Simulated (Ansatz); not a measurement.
# La on Pd(111): change of the work function, part 2 of 3

Aim: the work function of Pd(111) at several coverages of La (fcc site), and the dipole that each adsorbate carries.

Ansatz 0.2.0; plane-wave DFT, PBE, Ansatz PAW.

So far, work function, upper face (eV): step 2 (the clean slab) 5.27.

### 3. Adsorbate added, k-mesh 4×4×1, coverage 0.111 ML

System of this step: La/Pd(111). The cell holds 37 atoms: 36 Pd and 1 La. Its edges and angles: a = 8.252 Å, b = 8.252 Å, c = 28.034 Å, α = 90.0°, β = 90.0°, γ = 60.0°. Vacuum lies along c.

The clean slab as it ended is repeated in the plane and the adsorbate is set on one face; the cell's size fixes the coverage, and the k-mesh shrinks with it to keep the sampling density about even. Adsorbate and upper layers relax, since the dipole depends on the height.

input.yaml

```yaml
crystal:
  lattice:
    - [8.2519361365, 0.0, 0.0]
    - [4.1259680682, 7.1463863246, 0.0]
    - [0.0, 0.0, 28.034020596]
  atoms:
    - { symbol: Pd, position: [0.0, 0.0, 0.3210385028] }
    - { symbol: Pd, position: [0.1111111111, 0.1111111111, 0.4011516118] }
    - { symbol: Pd, position: [0.2222222222, 0.2222222222, 0.4829804822] }
    - { symbol: Pd, position: [0.0, 0.0, 0.565156906] }
    - { symbol: Pd, position: [0.0, 0.3333333333, 0.3210385028] }
    - { symbol: Pd, position: [0.1111111111, 0.4444444444, 0.4011516118] }
    - { symbol: Pd, position: [0.2222222222, 0.5555555556, 0.4829804822] }
    - { symbol: Pd, position: [0.0, 0.3333333333, 0.565156906] }
    - { symbol: Pd, position: [0.0, 0.6666666667, 0.3210385028] }
    - { symbol: Pd, position: [0.1111111111, 0.7777777778, 0.4011516118] }
    - { symbol: Pd, position: [0.2222222222, 0.8888888889, 0.4829804822] }
    - { symbol: Pd, position: [0.0, 0.6666666667, 0.565156906] }
    - { symbol: Pd, position: [0.3333333333, 0.0, 0.3210385028] }
    - { symbol: Pd, position: [0.4444444444, 0.1111111111, 0.4011516118] }
    - { symbol: Pd, position: [0.5555555556, 0.2222222222, 0.4829804822] }
    - { symbol: Pd, position: [0.3333333333, 0.0, 0.565156906] }
    - { symbol: Pd, position: [0.3333333333, 0.3333333333, 0.3210385028] }
    - { symbol: Pd, position: [0.4444444444, 0.4444444444, 0.4011516118] }
    - { symbol: Pd, position: [0.5555555556, 0.5555555556, 0.4829804822] }
    - { symbol: Pd, position: [0.3333333333, 0.3333333333, 0.565156906] }
    - { symbol: Pd, position: [0.3333333333, 0.6666666667, 0.3210385028] }
    - { symbol: Pd, position: [0.4444444444, 0.7777777778, 0.4011516118] }
    - { symbol: Pd, position: [0.5555555556, 0.8888888889, 0.4829804822] }
    - { symbol: Pd, position: [0.3333333333, 0.6666666667, 0.565156906] }
    - { symbol: Pd, position: [0.6666666667, 0.0, 0.3210385028] }
    - { symbol: Pd, position: [0.7777777778, 0.1111111111, 0.4011516118] }
    - { symbol: Pd, position: [0.8888888889, 0.2222222222, 0.4829804822] }
    - { symbol: Pd, position: [0.6666666667, 0.0, 0.565156906] }
    - { symbol: Pd, position: [0.6666666667, 0.3333333333, 0.3210385028] }
    - { symbol: Pd, position: [0.7777777778, 0.4444444444, 0.4011516118] }
    - { symbol: Pd, position: [0.8888888889, 0.5555555556, 0.4829804822] }
    - { symbol: Pd, position: [0.6666666667, 0.3333333333, 0.565156906] }
    - { symbol: Pd, position: [0.6666666667, 0.6666666667, 0.3210385028] }
    - { symbol: Pd, position: [0.7777777778, 0.7777777778, 0.4011516118] }
    - { symbol: Pd, position: [0.8888888889, 0.8888888889, 0.4829804822] }
    - { symbol: Pd, position: [0.6666666667, 0.6666666667, 0.565156906] }
    - { symbol: La, position: [0.1111111111, 0.1111111111, 0.6789614972] }
kpoints:
  mp_grid: { grid: [4, 4, 1] }
hamiltonian:
  xc: pbe
scf:
  occupations: { method: fermi_dirac, width: 0.1 }
  convergence: { dr2_threshold: 1.0e-08 }
efield:
  axis: 3
  dipole_correction: true
  ramp_position: 0.97
  ramp_width: 0.06
relax:
  f_tol: 0.02
  max_steps: 60
  constraints:
    - { sites: [0, 1, 4, 5, 8, 9, 12, 13, 16, 17, 20, 21, 24, 25, 28, 29, 32, 33] }
output:
  write_potential: true
  write_density: true
  volumetric_format: npy
```

On the command line:

```console
$ ansatz run input.yaml --threads 4 --pin off --max-ram 16384MiB --backend cpu --events-out ev --progress --plain --runs-dir out
```

Standard output:

```text
[...]
Crystal: 37 atoms, lattice volume = 1653.209 Å³
Basis set: ecut = 420 eV, 32355 PW (Γ), exchange–correlation on 120×120×384 points (8 copies of the dense FFT grid, shifted against one another)
Bands: 396, of which v1, the nominal top of the filled ones, is band 330 counted from 1 (329 counted from 0)
Symmetry: 6 space group operations
[...]
k-points: 4 of 16 (time reversal used)
[...]
SCF iter   1: F=—  HF=-257264.682658 eV  |F-HF|=—  |Δ(HF+E_count)|=         —  Δρ=7.39e-2  dr2=4.02e2  ethr=1.77e-3  p=0.973 e·Å  D=1.07e-1 V/Å  ΔV_dip=-2.99 eV  dr2_dipole=8.26e1  V_vac-E_F(+/−)=1.97/4.95 eV  ⟨swp⟩=7.0  Hψ=6238  notcnv=0  defer=62
[...]
SCF iter  25: F=-257263.449605 eV  HF=-257263.449605 eV  |F-HF|=2.39e-9  |Δ(HF+E_count)|=   1.92e-9  Δρ=9.81e-8  dr2=8.06e-10  ethr=1.52e-12  p=0.887 e·Å  D=9.71e-2 V/Å  ΔV_dip=-2.72 eV  dr2_dipole=1.28e-10  V_vac-E_F(+/−)=2.52/5.24 eV  ⟨swp⟩=8.0  Hψ=8863  notcnv=0
SCF 1 converged in 25 iterations: F = -257263.449605 eV  dr2 = 8.06e-10
[...]
relax step   1: F+E_penalty+E_count = -257263.44960512 eV  Δ(F+E_penalty+E_count) = +0.000e0 eV  max|allowed force component| = 3.260e0 eV/Å  Δτ_max = 0.0000 Å  (25 SCF iters, accepted)
[...]
SCF iter  12: F=-257264.235339 eV  HF=-257264.235339 eV  |F-HF|=2.85e-9  |Δ(HF+E_count)|=   2.13e-8  Δρ=3.88e-7  dr2=5.45e-9  ethr=1.52e-12  p=0.931 e·Å  D=1.02e-1 V/Å  ΔV_dip=-2.86 eV  dr2_dipole=5.19e-11  V_vac-E_F(+/−)=2.39/5.24 eV  ⟨swp⟩=8.2  Hψ=9467  notcnv=0
SCF 2 converged in 12 iterations: F = -257264.235339 eV  dr2 = 5.45e-9
[...]
relax step   2: F+E_penalty+E_count = -257264.23533903 eV  Δ(F+E_penalty+E_count) = -7.857e-1 eV  max|allowed force component| = 3.621e0 eV/Å  Δτ_max = 0.1949 Å  (12 SCF iters, accepted)
SCF iter   1: F=—  HF=-257265.101915 eV  |F-HF|=—  |Δ(HF+E_count)|=         —  Δρ=2.58e-3  dr2=1.19e-1  ethr=2.93e-4  p=0.931 e·Å  D=1.02e-1 V/Å  ΔV_dip=-2.86 eV  dr2_dipole=5.58e-3  V_vac-E_F(+/−)=2.39/5.25 eV  ⟨swp⟩=5.0  Hψ=4050  notcnv=0  defer=91
[...]
SCF iter  12: F=-257265.092445 eV  HF=-257265.092445 eV  |F-HF|=2.12e-8  |Δ(HF+E_count)|=   1.03e-8  Δρ=4.32e-7  dr2=5.65e-9  ethr=1.52e-12  p=0.968 e·Å  D=1.06e-1 V/Å  ΔV_dip=-2.97 eV  dr2_dipole=1.28e-10  V_vac-E_F(+/−)=2.27/5.24 eV  ⟨swp⟩=8.2  Hψ=9488  notcnv=0
SCF 3 converged in 12 iterations: F = -257265.092445 eV  dr2 = 5.65e-9
relax step   3: F+E_penalty+E_count = -257265.09244476 eV  Δ(F+E_penalty+E_count) = -8.571e-1 eV  max|allowed force component| = 3.774e0 eV/Å  Δτ_max = 0.1948 Å  (12 SCF iters, accepted)
[...]
relax step   4: F+E_penalty+E_count = -257265.88360543 eV  Δ(F+E_penalty+E_count) = -7.912e-1 eV  max|allowed force component| = 3.500e0 eV/Å  Δτ_max = 0.1949 Å  (12 SCF iters, accepted)
[...]
relax step   5: F+E_penalty+E_count = -257266.54412327 eV  Δ(F+E_penalty+E_count) = -6.605e-1 eV  max|allowed force component| = 2.288e0 eV/Å  Δτ_max = 0.1988 Å  (13 SCF iters, accepted)
[...]
relax step   6: F+E_penalty+E_count = -257266.84819108 eV  Δ(F+E_penalty+E_count) = -3.041e-1 eV  max|allowed force component| = 5.122e-1 eV/Å  Δτ_max = 0.1949 Å  (13 SCF iters, accepted)
[...]
relax step   7: F+E_penalty+E_count = -257266.92033998 eV  Δ(F+E_penalty+E_count) = -7.215e-2 eV  max|allowed force component| = 2.458e-1 eV/Å  Δτ_max = 0.2000 Å  (13 SCF iters, accepted)
[...]
relax step   8: F+E_penalty+E_count = -257266.93878021 eV  Δ(F+E_penalty+E_count) = -1.844e-2 eV  max|allowed force component| = 2.876e-2 eV/Å  Δτ_max = 0.0235 Å  (12 SCF iters, accepted)
SCF iter   1: F=—  HF=-257266.937002 eV  |F-HF|=—  |Δ(HF+E_count)|=         —  Δρ=2.23e-4  dr2=9.56e-4  ethr=1.01e-6  p=0.828 e·Å  D=9.06e-2 V/Å  ΔV_dip=-2.54 eV  dr2_dipole=8.13e-6  V_vac-E_F(+/−)=2.72/5.26 eV  ⟨swp⟩=2.5  Hψ=2677  notcnv=0  defer=111
[...]
SCF iter   9: F=-257266.939082 eV  HF=-257266.939082 eV  |F-HF|=2.24e-8  |Δ(HF+E_count)|=   3.91e-8  Δρ=4.73e-7  dr2=7.42e-9  ethr=1.52e-12  p=0.828 e·Å  D=9.06e-2 V/Å  ΔV_dip=-2.54 eV  dr2_dipole=1.47e-10  V_vac-E_F(+/−)=2.72/5.26 eV  ⟨swp⟩=8.0  Hψ=9244  notcnv=0
SCF 9 converged in 9 iterations: F = -257266.939082 eV  dr2 = 7.42e-9
relax step   9: F+E_penalty+E_count = -257266.93908218 eV  Δ(F+E_penalty+E_count) = -3.020e-4 eV  max|allowed force component| = 4.059e-3 eV/Å  Δτ_max = 0.0046 Å  (9 SCF iters, accepted)
NSCF: frozen V_eff on 4 k-points
[...]
WARN: The output density's exchange-correlation potential varies sharply where the density is thin. Do not read a vacuum level from v_tot or v_xc, or from such a field of the output density. On a cell that repeats whose density bears no net charge and no dipole along the vacuum's axis use v_es (v_loc + v_h of the components); under efield.dipole_correction with no amplitude use v_es + v_field, which holds any externa [...]
SCF converged after 9 iterations
Free energy (F): -257266.939082 eV
[...]
Internal energy: -257264.677651 eV  (E = F + TS)
E sigma→0 (E₀):  -257265.808367 eV
Entropy (-TS):   -2.261431 eV (-61.120 meV/atom)
Fermi energy:    4.027954 eV
Dipole field:    D = 0.090641 V/Å  (p = 0.828119 e·Å, saw-weighted, corrected)
Work function:   Φ+ = 2.7154 eV   Φ− = 5.2564 eV
[...]
--- Forces (eV/Å), atoms counted from 1 ---
  atom   1  Pd     0.00638856     0.00368844    -0.30892248
  atom   2  Pd     0.00000000     0.00000000     0.36520506
  atom   3  Pd     0.00165523     0.00095565     0.00107301
  atom   4  Pd    -0.00240852    -0.00139056    -0.00167109
  atom   5  Pd     0.00000000    -0.00737687    -0.30892248
  atom   6  Pd     0.01955684     0.01386701     0.31378746
  atom   7  Pd     0.00179698    -0.00103749     0.00089128
  atom   8  Pd    -0.00000000     0.00278112    -0.00167109
  atom   9  Pd    -0.00357882     0.00206623    -0.31142024
  atom  10  Pd    -0.00223077    -0.02387022     0.31378746
  atom  11  Pd     0.00000000    -0.00191129     0.00107301
  atom  12  Pd    -0.00021760     0.00012563     0.00041538
  atom  13  Pd    -0.00638856     0.00368844    -0.30892248
  atom  14  Pd     0.02178760     0.01000321     0.31378746
  atom  15  Pd    -0.00000000     0.00207498     0.00089128
  atom  16  Pd     0.00240852    -0.00139056    -0.00167109
  atom  17  Pd    -0.00247114    -0.00142671    -0.30326750
  atom  18  Pd     0.00000000     0.00000000     0.41583652
  atom  19  Pd    -0.00179698    -0.00103749     0.00089128
  atom  20  Pd    -0.00074611    -0.00043077    -0.00099227
  atom  21  Pd    -0.00000000     0.00285343    -0.30326750
  atom  22  Pd     0.00223077    -0.02387022     0.31378746
  atom  23  Pd     0.00134215    -0.00077489    -0.00069210
  atom  24  Pd    -0.00000000     0.00086154    -0.00099227
  atom  25  Pd     0.00000000    -0.00413247    -0.31142024
  atom  26  Pd    -0.02178760     0.01000321     0.31378746
  atom  27  Pd    -0.00165523     0.00095565     0.00107301
  atom  28  Pd     0.00000000    -0.00025126     0.00041538
  atom  29  Pd     0.00247114    -0.00142671    -0.30326750
  atom  30  Pd    -0.01955684     0.01386701     0.31378746
  atom  31  Pd    -0.00000000     0.00154978    -0.00069210
  atom  32  Pd     0.00074611    -0.00043077    -0.00099227
  atom  33  Pd     0.00357882     0.00206623    -0.31142024
  atom  34  Pd     0.00000000     0.00000000     0.10591543
  atom  35  Pd    -0.00134215    -0.00077489    -0.00069210
  atom  36  Pd     0.00021760     0.00012563     0.00041538
  atom  37  La    -0.00000000    -0.00000000     0.00405868
  max |Σ_I F_I| component: 1.75e-5 eV/Å
--- Band table (eV) ---
  k-point 0: bands = [... 326 lower, 3.7487, 3.7742, 3.7742, 3.7853, 3.7890, 3.7919, 3.7935, 3.7935, ... 62 higher]
  k-point 1: bands = [... 326 lower, 3.8721, 3.8994, 3.9131, 3.9484, 4.0075, 4.0110, 4.0215, 4.0388, ... 62 higher]
  k-point 2: bands = [... 326 lower, 3.9646, 3.9741, 4.0100, 4.0474, 4.1021, 4.1611, 4.1681, 4.1716, ... 62 higher]
  k-point 3: bands = [... 326 lower, 3.9697, 4.0116, 4.0209, 4.0426, 4.0578, 4.0714, 4.1714, 4.1799, ... 62 higher]
--- Relaxed structure (9 steps of the walk, 9 accepted, 0 SCFs on fresh bases) ---
  F+E_penalty+E_count = -257266.93908218 eV   max|allowed force component| = 4.059e-3 eV/Å
  atoms:
    - { symbol: Pd, position: [1.111111e-11, 1.111111e-11, 0.3210385028] }
    - { symbol: Pd, position: [0.111111, 0.111111, 0.4011516118] }
    - { symbol: Pd, position: [0.222558, 0.222558, 0.483185] }
    - { symbol: Pd, position: [-0.003427, -0.003427, 0.566144] }
    - { symbol: Pd, position: [1.111111e-11, 0.333333, 0.3210385028] }
    - { symbol: Pd, position: [0.111111, 0.444444, 0.4011516118] }
    - { symbol: Pd, position: [0.222347, 0.555493, 0.483936] }
    - { symbol: Pd, position: [-0.003427, 0.340187, 0.566144] }
    - { symbol: Pd, position: [-2.222222e-11, 0.666667, 0.3210385028] }
    - { symbol: Pd, position: [0.111111, 0.777778, 0.4011516118] }
    - { symbol: Pd, position: [0.222558, 0.888217, 0.483185] }
    - { symbol: Pd, position: [-0.00022213, 0.666778, 0.566636] }
    - { symbol: Pd, position: [0.333333, 1.111111e-11, 0.3210385028] }
    - { symbol: Pd, position: [0.444444, 0.111111, 0.4011516118] }
    - { symbol: Pd, position: [0.555493, 0.222347, 0.483936] }
    - { symbol: Pd, position: [0.340187, -0.003427, 0.566144] }
    - { symbol: Pd, position: [0.333333, 0.333333, 0.3210385028] }
    - { symbol: Pd, position: [0.444444, 0.444444, 0.4011516118] }
    - { symbol: Pd, position: [0.555493, 0.555493, 0.483936] }
    - { symbol: Pd, position: [0.333801, 0.333801, 0.567282] }
    - { symbol: Pd, position: [0.333333, 0.666667, 0.3210385028] }
    - { symbol: Pd, position: [0.444444, 0.777778, 0.4011516118] }
    - { symbol: Pd, position: [0.556796, 0.888269, 0.482964] }
    - { symbol: Pd, position: [0.333801, 0.665731, 0.567282] }
    - { symbol: Pd, position: [0.666667, -2.222220e-11, 0.3210385028] }
    - { symbol: Pd, position: [0.777778, 0.111111, 0.4011516118] }
    - { symbol: Pd, position: [0.888217, 0.222558, 0.483185] }
    - { symbol: Pd, position: [0.666778, -0.00022213, 0.566636] }
    - { symbol: Pd, position: [0.666667, 0.333333, 0.3210385028] }
    - { symbol: Pd, position: [0.777778, 0.444444, 0.4011516118] }
    - { symbol: Pd, position: [0.888269, 0.556796, 0.482964] }
    - { symbol: Pd, position: [0.665731, 0.333801, 0.567282] }
    - { symbol: Pd, position: [0.666667, 0.666667, 0.3210385028] }
    - { symbol: Pd, position: [0.777778, 0.777778, 0.4011516118] }
    - { symbol: Pd, position: [0.888269, 0.888269, 0.482964] }
    - { symbol: Pd, position: [0.666778, 0.666778, 0.566636] }
    - { symbol: La, position: [0.111111, 0.111111, 0.637806] }
```

Wall time 25 min (4 threads of Arm Neoverse V1, shared host); peak memory 11 GiB; 72 min of CPU time.

Step by step:

```tsv
step	energy less that of the first step (eV)	largest force component (eV/Å)
1	0.0000	3.2604
2	-0.7857	3.6214
3	-1.6428	3.7742
4	-2.4340	3.5003
5	-3.0945	2.2880
6	-3.3986	0.5122
7	-3.4707	0.2458
8	-3.4892	0.0288
9	-3.4895	0.0041
```

Forces are held to the 6 operations that the program found; a distortion that breaks them can't arise in this run.

The atoms that moved most (Å):

```tsv
atom	dx	dy	dz	length
La37	0.000	0.000	-1.154	1.154
Pd24	0.000	-0.007	0.060	0.060
Pd32	-0.006	0.003	0.060	0.060
Pd20	0.006	0.003	0.060	0.060
Pd16	0.042	-0.024	0.028	0.056
Pd4	-0.042	-0.024	0.028	0.056
Pd8	0.000	0.049	0.028	0.056
Pd36	0.001	0.001	0.041	0.041
```

Final coordinates:

```cif
data_structure
_symmetry_space_group_name_H-M 'P 1'
_symmetry_Int_Tables_number 1
_cell_length_a 8.2519
_cell_length_b 8.2519
_cell_length_c 28.0340
_cell_angle_alpha 90.000
_cell_angle_beta 90.000
_cell_angle_gamma 60.000
_cell_volume 1653.21
loop_
_atom_site_label
_atom_site_type_symbol
_atom_site_fract_x
_atom_site_fract_y
_atom_site_fract_z
_atom_site_occupancy
Pd1 Pd 0.00000 0.00000 0.32104 1
Pd2 Pd 0.11111 0.11111 0.40115 1
Pd3 Pd 0.22256 0.22256 0.48319 1
Pd4 Pd 0.99657 0.99657 0.56614 1
Pd5 Pd 0.00000 0.33333 0.32104 1
Pd6 Pd 0.11111 0.44444 0.40115 1
Pd7 Pd 0.22235 0.55549 0.48394 1
Pd8 Pd 0.99657 0.34019 0.56614 1
Pd9 Pd 0.00000 0.66667 0.32104 1
Pd10 Pd 0.11111 0.77778 0.40115 1
Pd11 Pd 0.22256 0.88822 0.48319 1
Pd12 Pd 0.99978 0.66678 0.56664 1
Pd13 Pd 0.33333 0.00000 0.32104 1
Pd14 Pd 0.44444 0.11111 0.40115 1
Pd15 Pd 0.55549 0.22235 0.48394 1
Pd16 Pd 0.34019 0.99657 0.56614 1
Pd17 Pd 0.33333 0.33333 0.32104 1
Pd18 Pd 0.44444 0.44444 0.40115 1
Pd19 Pd 0.55549 0.55549 0.48394 1
Pd20 Pd 0.33380 0.33380 0.56728 1
Pd21 Pd 0.33333 0.66667 0.32104 1
Pd22 Pd 0.44444 0.77778 0.40115 1
Pd23 Pd 0.55680 0.88827 0.48296 1
Pd24 Pd 0.33380 0.66573 0.56728 1
Pd25 Pd 0.66667 0.00000 0.32104 1
Pd26 Pd 0.77778 0.11111 0.40115 1
Pd27 Pd 0.88822 0.22256 0.48319 1
Pd28 Pd 0.66678 0.99978 0.56664 1
Pd29 Pd 0.66667 0.33333 0.32104 1
Pd30 Pd 0.77778 0.44444 0.40115 1
Pd31 Pd 0.88827 0.55680 0.48296 1
Pd32 Pd 0.66573 0.33380 0.56728 1
Pd33 Pd 0.66667 0.66667 0.32104 1
Pd34 Pd 0.77778 0.77778 0.40115 1
Pd35 Pd 0.88827 0.88827 0.48296 1
Pd36 Pd 0.66678 0.66678 0.56664 1
La37 La 0.11111 0.11111 0.63781 1
```

This step gave:

- energy at zero smearing: -257265.8084 eV
- work function, upper face: 2.715 eV
- work function, lower face: 5.256 eV
- dipole along the normal: 0.8281 e·Å
- step between the vacuum levels: -2.541 eV

Running mean over 2.246 Å of the planar mean; the ramp of the sawtooth is left out. The electron's electrostatic potential energy less the Fermi level by z:

z (Å), electron's electrostatic potential energy less the Fermi level (eV) and a bar from the least value:
```
        4       5.26 ##############################
        5       5.25 ##############################
        6       5.20 ##############################
        7       4.41 ############################
        8      -3.10 ############
        9      -8.24 #
       10      -8.47 
       11      -8.55 
       12      -8.15 #
       13      -8.27 #
       14      -8.21 #
       15      -7.75 ##
       16      -8.46 
       17      -3.89 ##########
       18       1.10 #####################
       19       1.78 ######################
       20       2.56 ########################
       21       2.69 ########################
       22       2.71 ########################
       23       2.72 ########################
       24       2.72 ########################
```

The relaxation took 9 steps and lowered the energy by 3.5 eV; the largest force on the free atoms ends at 0.0041 eV/Å.

The covered face has 2.72 eV, -2.55 eV against the clean one; the bare back face has moved by +0.01 eV, a measure of how thin the slab is.

[end of part 2 of 3]

[Long decimals in the printed logs are rounded to 6 places.]

[Logs are printed without paths, hosts, clocks, repeated set-up lines and the standing remarks that a program may print on its own settings, such as how far it seeks lower states.]

[Hosts, paths, dates, database ids (printed as entryN), source tags and the programs' standing remarks are cut or masked in the printed files.]

[Maps of the electrostatic potential energy from Ansatz leave out the sawtooth potential of an applied field or a dipole correction, so their vacuum need not be flat; planar profiles and work functions include it.]
